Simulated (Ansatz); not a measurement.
# Lattice dynamics of La3AlC (Pm-3m), part 2 of 3

Wanted: phonon frequencies of La3AlC (Pm-3m) and what follows from them.

Ansatz 0.2.0; DFT PBEsol, scalar-relativistic, plane waves, PAW; PAW set soft_1.

So far: Set-up; Bringing the structure to rest. The relaxed cell has a = 5.132 Å (conventional setting).

**3. Relaxing to small forces for the phonons**

Phonons need a cell at rest on their own settings, so the relaxation is repeated with tight tolerances on forces and stress on the k mesh and occupations of the first response run.

Input file input.yaml:

```yaml
crystal:
  lattice:
    - [5.1324333994, 0.0, 0.0]
    - [0.0, 5.1324333994, 0.0]
    - [0.0, 0.0, 5.1324333994]
  atoms:
    - { symbol: La, position: [0.5, 0.5, 0.0] }
    - { symbol: La, position: [0.5, 0.0, 0.5] }
    - { symbol: La, position: [0.0, 0.5, 0.5] }
    - { symbol: Al, position: [0.0, 0.0, 0.0] }
    - { symbol: C, position: [0.5, 0.5, 0.5] }
kpoints:
  mp_grid: { grid: [8, 8, 8] }
hamiltonian:
  xc: pbesol
  pseudopotentials: { kind: paw, azcp: { folder: soft_1 }, xc_functional: pbe }
scf:
  occupations: { method: methfessel_paxton, width: 0.2 }
output:
  forces: true
  stress: true
  eigenvalues: true
  write_density: true
  write_potential: true
  elf: true
  volumetric_format: npy
relax:
  adjacent_minimum: "off"
  f_tol: 0.001
  max_steps: 60
  cell: { stress_tol: 0.01 }
```

Started as:

```
$ ansatz run input.yaml --threads 4 --pin off --max-ram 10240MiB --backend cpu --events-out ev --progress --plain --runs-dir out
```

Numbers of over 12 decimals in the logs are rounded to 6 here.

What it wrote:

```text
[...]
Crystal: 5 atoms, lattice volume = 135.198 Å³
Basis set: ecut = 420 eV, 2601 PW (Γ), exchange–correlation on 72×72×72 points (8 copies of the dense FFT grid, shifted against one another)
Bands: 25, of which v1, the nominal top of the filled ones, is band 20 counted from 1 (19 counted from 0)
Symmetry: 48 space group operations
[...]
k-points: 35 of 512
[...]
--- Relaxed structure (3 steps of the walk, 3 accepted, 1 SCFs on fresh bases) ---
[...]
cell:  # Å, volume = 135.1509 Å³
    - [5.131838, 0, 0]
    - [0, 5.131838, 0.0]
    - [0, 0.0, 5.131838]
  atoms:
    - { symbol: La, position: [0.5, 0.5, 0] }
    - { symbol: La, position: [0.5, 0, 0.5] }
    - { symbol: La, position: [0, 0.5, 0.5] }
    - { symbol: Al, position: [0, 0, 0] }
    - { symbol: C, position: [0.5, 0.5, 0.5] }
[key lines of the parts left out:]
SCF converged after 7 iterations
Free energy (F): -19256.443355 eV
Fermi energy:    9.856791 eV
P = ⅓ Tr σ = -0.0002 GPa (-0.002 kbar)
```

It took 8.8 s on 4 threads of Arm Neoverse V2, shared host; peak memory 0.52 GiB; 33 s of CPU time.

Little changed from the start: no atom moved by 0.005 Å and no cell edge by 0.1 %.

This step gave:

```
pressure        : -2.36e-4 GPa
volume per atom : 27.03 Å³
```

Electrostatic potential energy in the ac plane at fractional y = 0.500, with atoms of La and C within 0.2 Å of it. With pseudopotentials it is smooth inside the atoms' cores, unlike the true potential.

Ten even steps from '0' (-33 eV) to '9' (13 eV), each cell a mean:
```
99985024027999
99987310158999
99998755678999
67899988899887
23689987899752
10379731588610
71278500178504
40278600388512
01589965799730
46789988999875
88898877789988
99987522368999
99986101037999
99984047126999
```
Columns run along a (5.1 Å; values clipped at the 3rd and 97th percentile), rows up along c (5.1 Å). Atoms in or near the plane, at fractional coordinates: La at (0.50, 0.00), La at (0.00, 0.50), C at (0.50, 0.50).

ELF in the ac plane at fractional y = 0.500, with atoms of La and C within 0.2 Å of it. It is the smooth field of the valence electrons, not physical close to the nuclei.

Ten even steps from '_' (0.06) to '@' (0.80), each cell a mean:
```
==::__::%%@@==::##@@++__..--
....____++@@@@%%@@%%::____..
..______..==**##++--________
**==..__..::------::____::++
@@@@++..==##%%%%%%**::--%%@@
++@@%%--++@@%%##@@%%--++@@##
__++@@==++@@--__##%%--##%%::
::##@@==++@@**--%%%%--**@@==
@@@@##::==@@@@@@@@##::==@@@@
%%##--..::==++++++==....++%%
::..____..::====--..______::
..______--##@@@@%%++..______
--::__..##@@##++@@@@==__..::
++--..::%%@@::__++@@**....==
```
Columns run along a (5.1 Å), rows up along c (5.1 Å). Atoms in or near the plane, at fractional coordinates: La at (0.50, 0.00), La at (0.00, 0.50), C at (0.50, 0.50).

Valence density in the ac plane at fractional y = 0.500, with atoms of La and C within 0.2 Å of it. It is the smooth field of the valence electrons, not physical close to the nuclei.

Values in e/Å³, 14 rows by 14 columns, each cell a mean:
```
0.1 0.1 0.1 0.2 0.7 1.5 1.7 1.7 1.7 1.1 0.4 0.1 0.1 0.1
0.1 0.1 0.1 0.1 0.4 1.0 1.4 1.5 1.3 0.7 0.2 0.1 0.1 0.1
0.1 0.1 0.1 0.1 0.2 0.4 0.7 0.8 0.6 0.3 0.1 0.1 0.1 0.1
0.4 0.3 0.2 0.1 0.1 0.2 0.4 0.4 0.3 0.2 0.1 0.1 0.2 0.4
1.2 0.9 0.5 0.2 0.2 0.4 0.6 0.7 0.5 0.3 0.2 0.3 0.7 1.1
1.7 1.6 0.9 0.4 0.3 0.7 1.2 1.4 1.0 0.5 0.3 0.6 1.3 1.7
1.8 1.7 1.2 0.5 0.4 1.0 1.6 1.5 1.4 0.7 0.4 0.8 1.5 1.7
1.8 1.7 1.1 0.5 0.4 0.9 1.5 1.6 1.2 0.6 0.4 0.7 1.4 1.7
1.5 1.3 0.7 0.3 0.3 0.5 0.9 1.0 0.7 0.4 0.2 0.4 1.0 1.5
0.7 0.5 0.3 0.2 0.2 0.3 0.4 0.4 0.3 0.2 0.1 0.2 0.4 0.7
0.2 0.2 0.1 0.1 0.2 0.3 0.5 0.5 0.4 0.2 0.1 0.1 0.1 0.2
0.1 0.1 0.1 0.1 0.3 0.7 1.1 1.2 0.9 0.5 0.2 0.1 0.1 0.1
0.1 0.1 0.1 0.2 0.5 1.3 1.7 1.7 1.6 0.9 0.3 0.1 0.1 0.1
0.1 0.1 0.1 0.2 0.7 1.5 1.8 1.8 1.7 1.2 0.4 0.1 0.1 0.1
```
Columns run along a (5.1 Å), rows up along c (5.1 Å). Atoms in or near the plane, at fractional coordinates: La at (0.50, 0.00), La at (0.00, 0.50), C at (0.50, 0.50).

The forces vanish by symmetry and the pressure is 0.000 GPa, within the tolerances set. The cell now holds 27.03 Å³/atom.

**4. Linear response at the zone centre**

The zone centre comes first: it holds the modes that light can see, as far as symmetry allows. No field response is asked, since the mesh shows no gap.

input.yaml, the sections that differ from step 3:

```yaml
crystal:
  lattice:
    - [5.1318379723, 0.0, 0.0]
    - [0.0, 5.1318379723, 0.0]
    - [0.0, 0.0, 5.1318379723]
  atoms:
    - { symbol: La, position: [0.5, 0.5, 0.0] }
    - { symbol: La, position: [0.5, 0.0, 0.5] }
    - { symbol: La, position: [0.0, 0.5, 0.5] }
    - { symbol: Al, position: [0.0, 0.0, 0.0] }
    - { symbol: C, position: [0.5, 0.5, 0.5] }
output:
  eigenvalues: true
phonons:
  method: dfpt
# kpoints, hamiltonian, scf: as in step 3
# relax: removed
```

What it wrote:

```text
zone centre: on kpoints.mp_grid the ground state, and the responses unless they are solved on pairs of k-points, stand on 125 of the mesh's 512 k-points, reduced under 8 symmetry operations, with k and −k counted as one. Each operation leaves every solved displacement unchanged or reverses it
[...]
Crystal: 5 atoms, lattice volume = 135.151 Å³
Basis set: ecut = 420 eV, 2601 PW (Γ), exchange–correlation on 72×72×72 points (8 copies of the dense FFT grid, shifted against one another)
Bands: 25, of which v1, the nominal top of the filled ones, is band 20 counted from 1 (19 counted from 0)
Symmetry: 48 space group operations
k-points: 125 of 512 (irreducible under 8 space group operations)
[...]
SCF iter   1: F=—  HF=-19257.926108 eV  |F-HF|=—  |Δ(HF+E_count)|=         —  Δρ=4.44e-2  dr2=7.86e0  ethr=3.10e-3  ⟨swp⟩=5.0  Hψ=14566  notcnv=0
[...]
SCF iter   2: F=—  HF=-19256.622879 eV  |F-HF|=—  |Δ(HF+E_count)|=    1.30e0  S|Δr|=    0.00e0  Δρ=1.78e-2  dr2=6.38e-1  ethr=3.10e-3  ⟨swp⟩=5.2  Hψ=23270  notcnv=0
automatic band count: the SCF goes on with 30 bands, as 25 were too few: they end inside the smearing window of the response
SCF iter   3: F=—  HF=-19256.492589 eV  |F-HF|=—  |Δ(HF+E_count)|=   1.30e-1  S|Δr|=    0.00e0  Δρ=9.37e-3  dr2=2.02e-1  ethr=1.59e-3  ⟨swp⟩=1.2  Hψ=4775  notcnv=0  defer=3
[...]
SCF iter  11: F=-19256.443355 eV  HF=-19256.443355 eV  |F-HF|=0.00e0  |Δ(HF+E_count)|=  1.46e-11  S|Δr|=    0.00e0  Δρ=4.60e-8  dr2=1.76e-12  ethr=1.00e-12  ⟨swp⟩=17.4  Hψ=25489  notcnv=0
SCF 1 converged in 11 iterations: F = -19256.443355 eV  dr2 = 1.76e-12
[...]
DFPT response loops at Γ: preconditioner auto → Kerker (q_TF=auto, 2.227 Å⁻¹) (partly filled bands, converged f_vac=0.000); β = 1.00, the filter's whole step (`scf.mixing.beta` (0.50) is not read by the response loops under this deck's `scf.mixing.preconditioner`; to damp them name `kerker` or `kerker_dos`, under which they read `scf.mixing.beta`, and type it under 1.00, their step now; both keys bind the ground state too); Broyden in place of MSR1
SCF converged after 11 iterations
[...]
Free energy (F): -19256.443355 eV
[...]
Internal energy: -19256.438816 eV  (E = F + TS)
E sigma→0 (E₀):  -19256.442220 eV
Entropy (-TS):   -0.004539 eV (-0.908 meV/atom)
Fermi energy:    9.856791 eV
[...]
--- Band table (eV; the first three rows and the last of 125) ---
  k-point 0: bands = [... 16 lower, 9.2980, 9.2980, 9.2980, 9.9927, 9.9927, 9.9927, 10.9090, 10.9090, ... 6 higher]
  k-point 1: bands = [... 16 lower, 9.2863, 9.3076, 9.3433, 9.6201, 10.0299, 10.0299, 10.8040, 10.8829, ... 6 higher]
  k-point 2: bands = [... 16 lower, 9.2938, 9.2938, 9.4666, 9.7273, 9.9539, 9.9539, 10.8419, 11.0449, ... 6 higher]
  k-point 124: bands = [... 16 lower, 6.7167, 10.3203, 10.3203, 10.3203, 11.0799, 11.0799, 11.0799, 11.6517, ... 6 higher]
--- Phonons (Γ-DFPT): 4 representative perturbations + reference, on 125 of 512 k-points (Σ response iterations 13) ---
  k mesh reduced under 8 symmetry operations, with k and −k counted as one. Each operation leaves every solved displacement unchanged or reverses it
  ASR residual: 4.958e-5 → 0.000e0 eV/Å²; symmetrization residual: 1.513e-6 eV/Å²
  ASR residual per site (eV/Å²): 4.96e-5 4.96e-5 4.96e-5 2.99e-6 2.94e-5
  Γ frequencies (cm⁻¹): -168.67 -168.67 -168.67 -49.49 -49.49 -49.49 0.00 0.00 0.00 122.77 122.77 122.77 137.78 137.78 137.78
  non-analytic LO–TO correction: not included (Born effective charges unavailable; polar crystals: no LO–TO splitting at Γ)
```

The job ended after 67 s (4 threads; peak memory 2.2 GiB).

Reading the cycles: dr2 is the Hartree energy of the density residual (eV), the measure of convergence; HF is the Harris–Foulkes estimate of the energy, which meets the free energy F at convergence.

Numbers from this step:

| Property | Result |
| --- | --- |
| sum-rule residual before enforcement | 4.96e-5 eV/Å² |
| point group | m-3m |
| highest optical mode at the zone centre (no LO-TO term) | 137.8 cm⁻¹ |
| lowest optical zone-centre mode | -168.7 cm⁻¹ |

Patterns of degenerate modes are one choice out of their space. Modes at Γ, with each element's share of the kinetic energy (negative means imaginary):

| mode | frequency (cm⁻¹) | symmetry | La % | Al % | C % |
| --- | --- | --- | --- | --- | --- |
| 1 | -168.7 | T1u | 2 | 1 | 97 |
| 2 | -168.7 | T1u | 2 | 1 | 97 |
| 3 | -168.7 | T1u | 2 | 1 | 97 |
| 4 | -49.5 | T2u | 100 | 0 | 0 |
| 5 | -49.5 | T2u | 100 | 0 | 0 |
| 6 | -49.5 | T2u | 100 | 0 | 0 |
| 7 | 0.0 | acoustic | 91 | 6 | 3 |
| 8 | 0.0 | acoustic | 91 | 6 | 3 |
| 9 | 0.0 | acoustic | 91 | 6 | 3 |
| 10 | 122.8 | T1u | 34 | 66 | 0 |
| 11 | 122.8 | T1u | 34 | 66 | 0 |
| 12 | 122.8 | T1u | 34 | 66 | 0 |
| 13 | 137.8 | T1u | 73 | 27 | 0 |
| 14 | 137.8 | T1u | 73 | 27 | 0 |
| 15 | 137.8 | T1u | 73 | 27 | 0 |

Displacements in mode 3 (-168.7 cm⁻¹), the largest set to 1:
```
La1  0.00 -0.03 -0.01
La2  0.00 -0.02 -0.02
La3  0.00 -0.03 -0.02
Al4  0.00 -0.06 -0.04
C5   0.00  1.00  0.67
```

Displacements in mode 14 (137.8 cm⁻¹), the largest set to 1:
```
La1  0.01 -0.01  0.65
La2  0.01  0.02 -0.22
La3 -0.04 -0.01 -0.22
Al4  0.06 -0.04 -1.00
C5   0.01  0.00 -0.14
```

Before it was imposed, the acoustic sum rule was missed by 5.0e-5 eV/Å². Small misses are needed for a sound result but don't prove that mesh and cutoff are converged. The lowest optical mode is imaginary, 168.7i cm⁻¹, so the energy falls along it.

**5. Response at finite wavevector**

Stability and thermal properties need the whole zone. Linear response on a 2×2×2 q mesh gives force constants as far as a supercell of that size would.

input.yaml: that of step 4 with these lines changed.

```diff
@@ -22 +22,8 @@
   method: dfpt
+  qmesh: [2, 2, 2]
+  temperatures: { t_max: 1000, t_step: 50 }
+  qpath:
+    path:
+      - [[0.0, 0.0, 0.0], [0.0, 0.5, 0.0], [0.5, 0.5, 0.0], [0.0, 0.0, 0.0], [0.5, 0.5, 0.5], [0.0, 0.5, 0.0]]
+      - [[0.5, 0.5, 0.5], [0.5, 0.5, 0.0]]
+    npoints: 10
```

What it wrote:

```text
[...]
Crystal: 5 atoms, lattice volume = 135.151 Å³
Basis set: ecut = 420 eV, 2601 PW (Γ), exchange–correlation on 72×72×72 points (8 copies of the dense FFT grid, shifted against one another)
Bands: 25, of which v1, the nominal top of the filled ones, is band 20 counted from 1 (19 counted from 0)
Symmetry: 48 space group operations
k-points: 35 of 512
[...]
SCF iter   1: F=—  HF=-19257.926140 eV  |F-HF|=—  |Δ(HF+E_count)|=         —  Δρ=4.44e-2  dr2=7.86e0  ethr=3.10e-3  ⟨swp⟩=5.0  Hψ=4090  notcnv=0
[...]
SCF iter  11: F=-19256.443355 eV  HF=-19256.443355 eV  |F-HF|=3.64e-12  |Δ(HF+E_count)|=  7.28e-12  S|Δr|=    0.00e0  Δρ=3.88e-8  dr2=1.93e-12  ethr=1.00e-12  ⟨swp⟩=17.4  Hψ=7065  notcnv=0
SCF 1 converged in 11 iterations: F = -19256.443355 eV  dr2 = 1.93e-12
[...]
SCF iter   4: F=-19256.443355 eV  HF=-19256.443355 eV  |F-HF|=7.28e-12  |Δ(HF+E_count)|=  7.28e-12  S|Δr|=    0.00e0  Δρ=6.55e-8  dr2=1.99e-12  ethr=1.00e-12  ⟨swp⟩=2.0  Hψ=1721  notcnv=0
SCF 2 converged in 4 iterations: F = -19256.443355 eV  dr2 = 1.99e-12
[...]
phonons: the bands overlap, so this run is a metal and interpolates without the dipole-dipole term. If the crystal is really an insulator or semiconductor, its LO-TO splitting is missing
NSCF: frozen V_eff on 35 k-points
WARN: eigensolver did not converge in 12 slots of this pass, the one above among them; of largest residual over every band (k=14): 1 band(s) unlocked (lowest unlocked band 29, counted from 0; max residual 1.38e-2 eV among the unlocked bands, 1.38e-2 eV over every band); of lowest unlocked band (k=1): band 29
[...]
DFPT response loops at q = (0, 0, 0) (fractional): preconditioner auto → Kerker (q_TF=auto, 2.227 Å⁻¹) (partly filled bands, converged f_vac=0.000); β = 1.00, the filter's whole step (`scf.mixing.beta` (0.50) is not read by the response loops under this deck's `scf.mixing.preconditioner`; to damp them name `kerker` or `kerker_dos`, under which they read `scf.mixing.beta`, and type it under 1.00, their step now; both keys bind the ground state too); Broyden in place of MSR1
[...]
SCF converged after 11 iterations
[...]
Free energy (F): -19256.443355 eV
[...]
Internal energy: -19256.438816 eV  (E = F + TS)
E sigma→0 (E₀):  -19256.442220 eV
Entropy (-TS):   -0.004539 eV (-0.908 meV/atom)
Fermi energy:    9.856791 eV
[...]
--- Band table (eV; the first three rows and the last of 35) ---
  k-point 0: bands = [... 16 lower, 9.2980, 9.2980, 9.2980, 9.9927, 9.9927, 9.9927, 10.9090, 10.9090, ... 6 higher]
  k-point 1: bands = [... 16 lower, 9.2863, 9.3076, 9.3433, 9.6201, 10.0299, 10.0299, 10.8040, 10.8829, ... 6 higher]
  k-point 2: bands = [... 16 lower, 9.2938, 9.2938, 9.4666, 9.7273, 9.9539, 9.9539, 10.8419, 11.0449, ... 6 higher]
  k-point 34: bands = [... 16 lower, 6.7167, 10.3203, 10.3203, 10.3203, 11.0799, 11.0799, 11.0799, 11.6517, ... 6 higher]
--- Phonons (Γ-DFPT): 4 representative perturbations + reference (Σ response iterations 13) ---
  ASR residual: 3.921e-5 → 0.000e0 eV/Å²; symmetrization residual: 1.066e-6 eV/Å²
  ASR residual per site (eV/Å²): 3.92e-5 3.92e-5 3.92e-5 5.14e-6 1.59e-5
[...]
--- Phonons (arbitrary-q DFPT): 4 irreducible q on the 2×2×2 mesh ---
  q = [0.0000, 0.0000, 0.0000] (star 1, of the zone-centre solve; hermiticity 3.31e-7, symmetrization 8.41e-13): -168.67 -168.67 -168.67 -49.49 -49.49 -49.49 -0.00 -0.00 0.00 122.77 122.77 122.77 137.78 137.78 137.78
  q = [0.0000, 0.0000, -0.5000] (star 3, 9 solved perturbations in 975 linear systems a pass and spin channel, the states on 125 of 512 k-point pairs; hermiticity 2.02e-7, symmetrization 7.98e-9): -117.09 -117.09 54.51 59.74 59.74 61.58 61.58 84.81 129.40 139.35 139.35 140.08 140.08 163.75 382.08
[...]
sum rule: each row above includes the acoustic sum rule's correction from the zone centre's row sums; it moved no ω² by more than (0.60 cm⁻¹)²
  mesh force constants: q→R imaginary residual 2.95e-18; ASR residual 3.921e-5 → 0.000e0 eV/Å²; symmetrization residual 3.553e-15 eV/Å²
  interpolated dispersion: 62 rows × 15 modes
  density of states and harmonic sums: on the 12×12×12 q-mesh, interpolated from the force constants of a 2×2×2 supercell (no non-analytic term)
  largest difference from the sums on the solved wave vectors: F 2.99e-1 eV, S 3.99e-4 and C_V 1.02e-4 eV/K
  zero-point energy: 0.114862 eV/cell   skipped modes (ω ≤ 0): 125, of them read as no rigid motion or as one in doubt: 122 (1.089e0 modes/cell left out, lowest -168.67 cm⁻¹)   left out of the sums: 7.27e-2 of the cell's modes: C_V's classical limit lies that fraction below 3 k_B per atom; for a crystal, a wire or a layer, F and S can be off by more, and a phonons.interpolated_qmesh denser along its periods is the remedy for the sampling
```

Elapsed: 5.5 min, on 4 threads; peak memory 1.7 GiB.

This step gave:

```yaml
sum_rule_residual_before_enforcement: 3.92e-5 eV/Å²
lowest_frequency_on_the_path: -168.7 cm⁻¹
highest_frequency_on_the_path_or_at_a_solved_wavevector: 391.2 cm⁻¹
lowest_mode_on_the_q_mesh_acoustic_modes_at_gamma_apart: -168.7 cm⁻¹
```

Frequencies (cm⁻¹) solved at each irreducible wavevector; negative means imaginary. Frequencies by wavevector, by row:

| q in reciprocal lattice units | star | mode 1 | mode 2 | mode 3 | mode 4 | mode 13 | mode 14 | mode 15 |
| --- | --- | --- | --- | --- | --- | --- | --- | --- |
| 0 0 0 | 1 | -168.7 | -168.7 | -168.7 | -49.5 | 137.8 | 137.8 | 137.8 |
| 0 0 -0.5 | 3 | -117.1 | -117.1 | 54.5 | 59.7 | 140.1 | 163.8 | 382.1 |
| 0 -0.5 -0.5 | 3 | 7.8 | 63.7 | 63.7 | 66.7 | 255.1 | 379.2 | 379.2 |
| -0.5 -0.5 -0.5 | 1 | -25.1 | -25.1 | -25.1 | 93.7 | 391.2 | 391.2 | 391.2 |

(Continued in part 3 of 3.)

[Logs are printed without paths, hosts, clocks, repeated set-up lines and the standing remarks that a program may print on its own settings, such as how far it seeks lower states.]

[Hosts, paths, dates, database ids (printed as entryN), source tags and the programs' standing remarks are cut or masked in the printed files.]
